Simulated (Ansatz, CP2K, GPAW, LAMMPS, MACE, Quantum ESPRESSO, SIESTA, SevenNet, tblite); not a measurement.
# Running glassy 48SiO2-36B2O3-8MgO-8CaO (mol %) (89 atoms) with tblite

How near does tblite come to plane waves for glassy 48SiO2-36B2O3-8MgO-8CaO (mol %) (89 atoms)?

Calculated with tblite 0.8.0; the method is named at each step.

### 1. Starting point

The cell holds 89 atoms: 12 Si, 18 B, 2 Mg, 2 Ca and 55 O. Its edges and angles: a = 10.205 Å, b = 10.205 Å, c = 10.205 Å, α = 90.0°, β = 90.0°, γ = 90.0°. 89 atoms (12 Si, 18 B, 2 Mg, 2 Ca, 55 O) placed at random at 2.19 g/cm³, melted at 3000 K for 20 ps at fixed volume with the Buckingham and Coulomb pair potential of Guillot and Sator (Geochim. Cosmochim. Acta 71, 1249 (2007)) with the boron terms of Wang et al. (J. Non-Cryst. Solids 498, 294 (2018)). Quenched from 3000 K to 300 K at 50 K/ps and fixed volume, held 10 ps at zero pressure.

The yardstick, on the same geometry:

```
method                                           : Kohn-Sham DFT, PBE, PAW, plane waves (Ansatz 0.2.0); cutoff 420 eV, Γ point, fermi-dirac smearing of 0.05 eV; PAW set soft_2
r.m.s. force component                           : 1.256 eV/Å
longest force                                    : 6.213 eV/Å
pressure                                         : -1.643 GPa
gap (highest filled to lowest empty level) : 2.833 eV
SCF cycles                                       : 9
time                                             : 15 s on 4 threads of Arm Neoverse V1, shared host
CPU time                                         : 55 s
```

### 2. GFN1-xTB

Method: GFN1-xTB tight binding, diagonalisation.

Input file run.py:

```python
import numpy as np
from ase.io import read
from tblite.ase import TBLite

atoms = read("structure.xyz")
atoms.calc = TBLite(method="GFN1-xTB", electronic_temperature=580, accuracy=1.0, max_iterations=250, mixer_damping=0.4, verbosity=1)
energy = atoms.get_potential_energy()
forces = atoms.get_forces()
print(f"energy {energy:.6f} eV")
print("forces (eV/A)")
for i, (a, f) in enumerate(zip(atoms, forces)):
    print(f"{i:4d} {a.symbol:2s} {f[0]:10.5f} {f[1]:10.5f} {f[2]:10.5f}")
stress = -atoms.get_stress(voigt=False) * 160.21766
print("stress (GPa, compression positive)")
for row in stress:
    print(" ".join(f"{x:10.4f}" for x in row))
print("charges (e)")
print(np.array2string(atoms.get_charges(), precision=4, suppress_small=True, max_line_width=110, threshold=100000))
```

Input file structure.xyz:

```xyz
89
Lattice="10.20454 0.00000 0.00000 0.00000 10.20454 0.00000 0.00000 0.00000 10.20454" Properties=species:S:1:pos:R:3 pbc="T T T"
Si 2.30347 5.06166 2.53052
Si 8.75550 0.19654 8.58569
Si 3.98610 1.29547 1.35435
Si 5.51586 9.12561 7.12787
Si 2.47613 10.12392 7.50462
Si 5.19391 8.85979 0.03663
Si 8.75213 3.27239 1.59272
Si 9.24184 4.38305 6.26508
Si 8.59304 6.23314 2.43950
Si 5.44524 2.29204 4.06712
Si 3.90926 2.55144 6.87184
Si 0.03806 6.71908 5.15891
B 6.03292 7.77341 2.68308
B 7.02532 10.15535 3.45628
B 2.08724 0.40645 3.11289
B 0.73013 3.63394 9.72636
B 8.83142 8.93693 6.31743
B 1.81110 8.98591 5.15574
B 4.22386 4.97512 8.14628
B 0.62299 2.70573 3.25617
B 8.26619 0.66891 1.19026
B 0.72758 7.22665 1.21352
B 5.33891 6.62969 6.33712
B 7.83137 5.13492 8.71447
B 4.02100 6.62642 4.13712
B 2.41552 8.76978 9.97943
B 3.34637 4.02334 0.22889
B 6.78439 4.62725 4.86348
B 0.01378 2.30194 7.50034
B 6.49162 1.53037 7.17685
Mg 8.34068 1.70508 5.05472
Mg 7.88464 7.14420 7.43033
Ca 5.95159 2.33061 9.97504
Ca 5.97762 5.71964 0.78453
O 6.04986 5.61342 5.55627
O 9.67166 2.83135 6.34100
O 3.52740 4.53980 1.55721
O 6.16773 3.76497 3.93263
O 2.72594 1.52078 7.28972
O 9.65656 6.32865 3.68057
O 4.20999 7.04899 5.49433
O 5.05023 0.22960 0.67156
O 1.50048 9.57267 6.35743
O 2.42011 9.68401 4.10294
O 8.19618 4.51357 5.02023
O 2.68053 0.49808 1.84865
O 5.86955 9.04694 8.79233
O 1.31557 7.69330 4.94553
O 7.32584 4.10406 9.48022
O 2.15642 9.76860 9.05224
O 5.96823 8.09240 1.25506
O 8.02842 0.04878 2.40592
O 3.66333 4.11304 7.22583
O 3.04422 5.70148 3.87201
O 7.83066 2.02948 1.09791
O 8.70427 9.97820 5.40963
[... 29 atom lines left out ...]
O 6.17701 0.26664 6.49621
O 5.25299 2.07897 7.72800
O 9.57288 6.99582 1.22740
O 8.66896 8.99530 7.69555
```

On the command line:

```bash
OMP_NUM_THREADS=1 python run.py > output.txt
```

The program printed:

```text
------------------------------------------------------------
  cycle        total energy    energy error   density error
------------------------------------------------------------
      1     -295.3099244559  -2.9664467E+02   1.0462739E+00
      2     -308.1977907045  -1.2887866E+01   6.3791666E-01
      3     -310.6098440334  -2.4120533E+00   4.1211639E-01
      4     -313.5108327779  -2.9009887E+00   1.1345653E-01
      5     -312.4749913330   1.0358414E+00   1.6592522E-01
      6     -313.6061976724  -1.1312063E+00   3.4716984E-02
      7     -313.6312020350  -2.5004363E-02   2.1076675E-02
      8     -313.6338474184  -2.6453834E-03   1.7059573E-02
      9     -313.6380588515  -4.2114331E-03   1.1741138E-02
     10     -313.6412081327  -3.1492811E-03   5.0841556E-03
     11     -313.6417676132  -5.5948048E-04   1.2709819E-03
     12     -313.6417629959   4.6172983E-06   1.1942882E-03
     13     -313.6418069772  -4.3981342E-05   2.6249732E-04
     14     -313.6418088478  -1.8705829E-06   2.5226685E-05
     15     -313.6418088564  -8.5722718E-09   1.0931931E-05
------------------------------------------------------------
 total:                                   4.278 sec
energy -8534.628334 eV
forces (eV/A)
   0 Si    1.09442    0.74532    0.59974
   1 Si   -2.45856    0.97499    0.77761
   2 Si   -0.52458    0.91936   -0.60109
   3 Si    0.44806    2.63101    0.07520
   4 Si    1.01920   -0.39527    0.45494
   5 Si    1.21836    0.71234    1.28610
   6 Si    2.16058   -0.56250   -1.77660
   7 Si   -1.73985    0.07604   -0.63475
   8 Si    0.59647    2.69694   -0.31446
   9 Si    1.91558    0.22672   -0.44216
  10 Si    1.16600    0.48402   -0.57507
  11 Si    0.46596    1.25484   -0.69820
  12 B    -0.13768    1.27933    2.07639
  13 B    -1.20265   -2.27150   -2.01252
  14 B    -0.18066    0.73625    1.00597
  15 B     1.64275   -0.80319    0.43943
  16 B    -0.26147    3.73191   -4.01847
  17 B    -0.57541   -0.00509   -1.45887
  18 B     1.28372    1.71351   -1.36353
  19 B     1.14254   -1.05694   -1.47132
  20 B    -1.39838   -1.17757    1.83417
  21 B     0.57472   -0.20918   -0.99178
  22 B    -1.65275   -1.91662   -1.60289
  23 B    -2.07303    0.57041    2.88597
[...]
81 O     0.03888    0.38427   -0.69441
  82 O     0.13122   -0.02729   -0.49556
  83 O     0.04440    0.09486   -1.03781
  84 O    -0.37669   -1.26989   -0.44137
  85 O    -0.69990   -2.25909    0.55641
  86 O    -1.01380    0.91387    1.26626
  87 O    -0.67040    0.15547    1.13851
  88 O     0.18913    0.84452    1.97721
stress (GPa, compression positive)
    1.3640    -0.0486     1.7002
   -0.0486     1.1340     1.9399
    1.7002     1.9399    -0.6785
charges (e)
[ 0.4112  0.4557  0.4265  0.4328  0.4372  0.4366  0.4606  0.4677  0.4415  0.4427  0.4457  0.4581  0.6851
  0.6751  0.679   0.6561  0.6528  0.6975  0.662   0.6786  0.6829  0.66    0.6896  0.6341  0.652   0.6792
  0.6871  0.6855  0.6959  0.6803  0.722   0.7496  0.4329  0.437  -0.4959 -0.3333 -0.3413 -0.3321 -0.2543
 -0.25   -0.5095 -0.2571 -0.3298 -0.4184 -0.3472 -0.335  -0.2699 -0.308  -0.4144 -0.3113 -0.3052 -0.464
 -0.3212 -0.33   -0.2923 -0.6032 -0.327  -0.2551 -0.267  -0.3139 -0.3038 -0.3614 -0.3389 -0.339  -0.6286
 -0.4588 -0.3181 -0.4446 -0.372  -0.3336 -0.3448 -0.3695 -0.3573 -0.4996 -0.3107 -0.3266 -0.3566 -0.4607
 -0.4385 -0.2368 -0.4831 -0.2643 -0.4414 -0.4255 -0.2036 -0.3658 -0.3104 -0.3581 -0.3519]
```

Elapsed: 4.9 s, on 1 thread of Arm Neoverse V1, shared host; peak memory 0.12 GiB.

Banners, paths, timers and routine set-up lines are dropped from the logs unmarked, and long logs keep their key lines alone; longer cuts are marked.

Numbers from this run, and their distance from the reference:

| Item | Value |
| --- | --- |
| r.m.s. force component | 1.115 eV/Å |
| r.m.s. difference of force components | 538.6 meV/Å |
| longest difference of force vectors | 2415 meV/Å |
| force difference over r.m.s. force | 42.87 % |
| slope of forces against the reference's | 0.8021 |
| correlation of force components | 0.9036 |
| pressure | 0.6065 GPa |
| pressure difference | 2.249 GPa |

Length of the force difference by element (eV/Å):

```
element  atoms  mean  most
      B     18  0.83   1.4
     Ca      2  0.55  0.79
     Mg      2  0.60  0.78
      O     55  0.63   1.1
     Si     12   1.7   2.4
```

A closer look about B30, which has 4 bonded neighbours where the commonest count for B is 3: 11 atoms, nearest first, numbered in the order of the input, with positions taken from that point.

```
atom      x      y      z  distance (Å)  bonds  Mulliken charge (e)     Fx     Fy  Fz (eV/Å)
 B30   0.00   0.00   0.00          0.00      4                 0.68   1.68   1.05      -2.29
 O65   0.64   0.94  -0.91          1.46      2                -0.63  -0.81  -0.66       0.16
 O87  -1.24   0.55   0.55          1.46      3                -0.31  -1.01   0.91       1.27
 O86  -0.31  -1.26  -0.68          1.47      2                -0.37  -0.70  -2.26       0.56
 O64   0.94  -0.34   1.08          1.47      3                -0.34   1.08  -0.86       2.21
 Si4  -0.98  -2.61  -0.05          2.79      4                 0.43   0.45   2.63       0.08
Si11  -2.58   1.02  -0.31          2.79      4                 0.45   1.17   0.48      -0.58
Mg31   1.85   0.17  -2.12          2.82      4                 0.72  -0.38  -0.54       0.63
Ca33  -0.54   0.80   2.80          2.96      6                 0.43   1.43   1.15      -2.18
 O80  -2.11   0.79  -1.92          2.96      2                -0.24  -1.05   0.28       1.94
 Si2   2.26  -1.33   1.41          2.98      4                 0.46  -2.46   0.97       0.78
```

Atoms are counted from 1 here, from 0 in the log.

Forces lie 43 % from the reference's, at 0.089 times its CPU time (on 1 against 4 cores).

### 3. Outcome

```json
{"force difference from the reference": "tblite GFN1-xTB, 43 %", "its CPU time": "4.9 s"}
```

In words: Tight binding differs by 43 % (tblite GFN1-xTB); it is another model, with fitted parameters of its own, and the xTB methods hold dispersion. One electronic-structure run takes under half the reference's CPU time: tblite GFN1-xTB, at 43 % in 4.9 s against 55 s; its pressure misses by +2.2 GPa. Periodic xTB results under one method name differ between programs and library versions. The quench rate of 50 K/ps is many orders above laboratory rates, so the cell is likely richer in defects and strain than a real sample. The network of bonds at the start is that of the classical potential that made the cell, and needn't be the one that DFT or experiment would give. The electronic-structure runs sample only Γ, in a cell whose shortest periodic width is 10 Å.

[Also dropped from logs without a mark: logging warnings of Python, and SIESTA's first energy breakdown and zero terms.]

[Logs are printed without paths, hosts, clocks, repeated set-up lines and the standing remarks that a program may print on its own settings, such as how far it seeks lower states.]

[Hosts, paths, dates, database ids (printed as entryN), source tags and the programs' standing remarks are cut or masked in the printed files.]
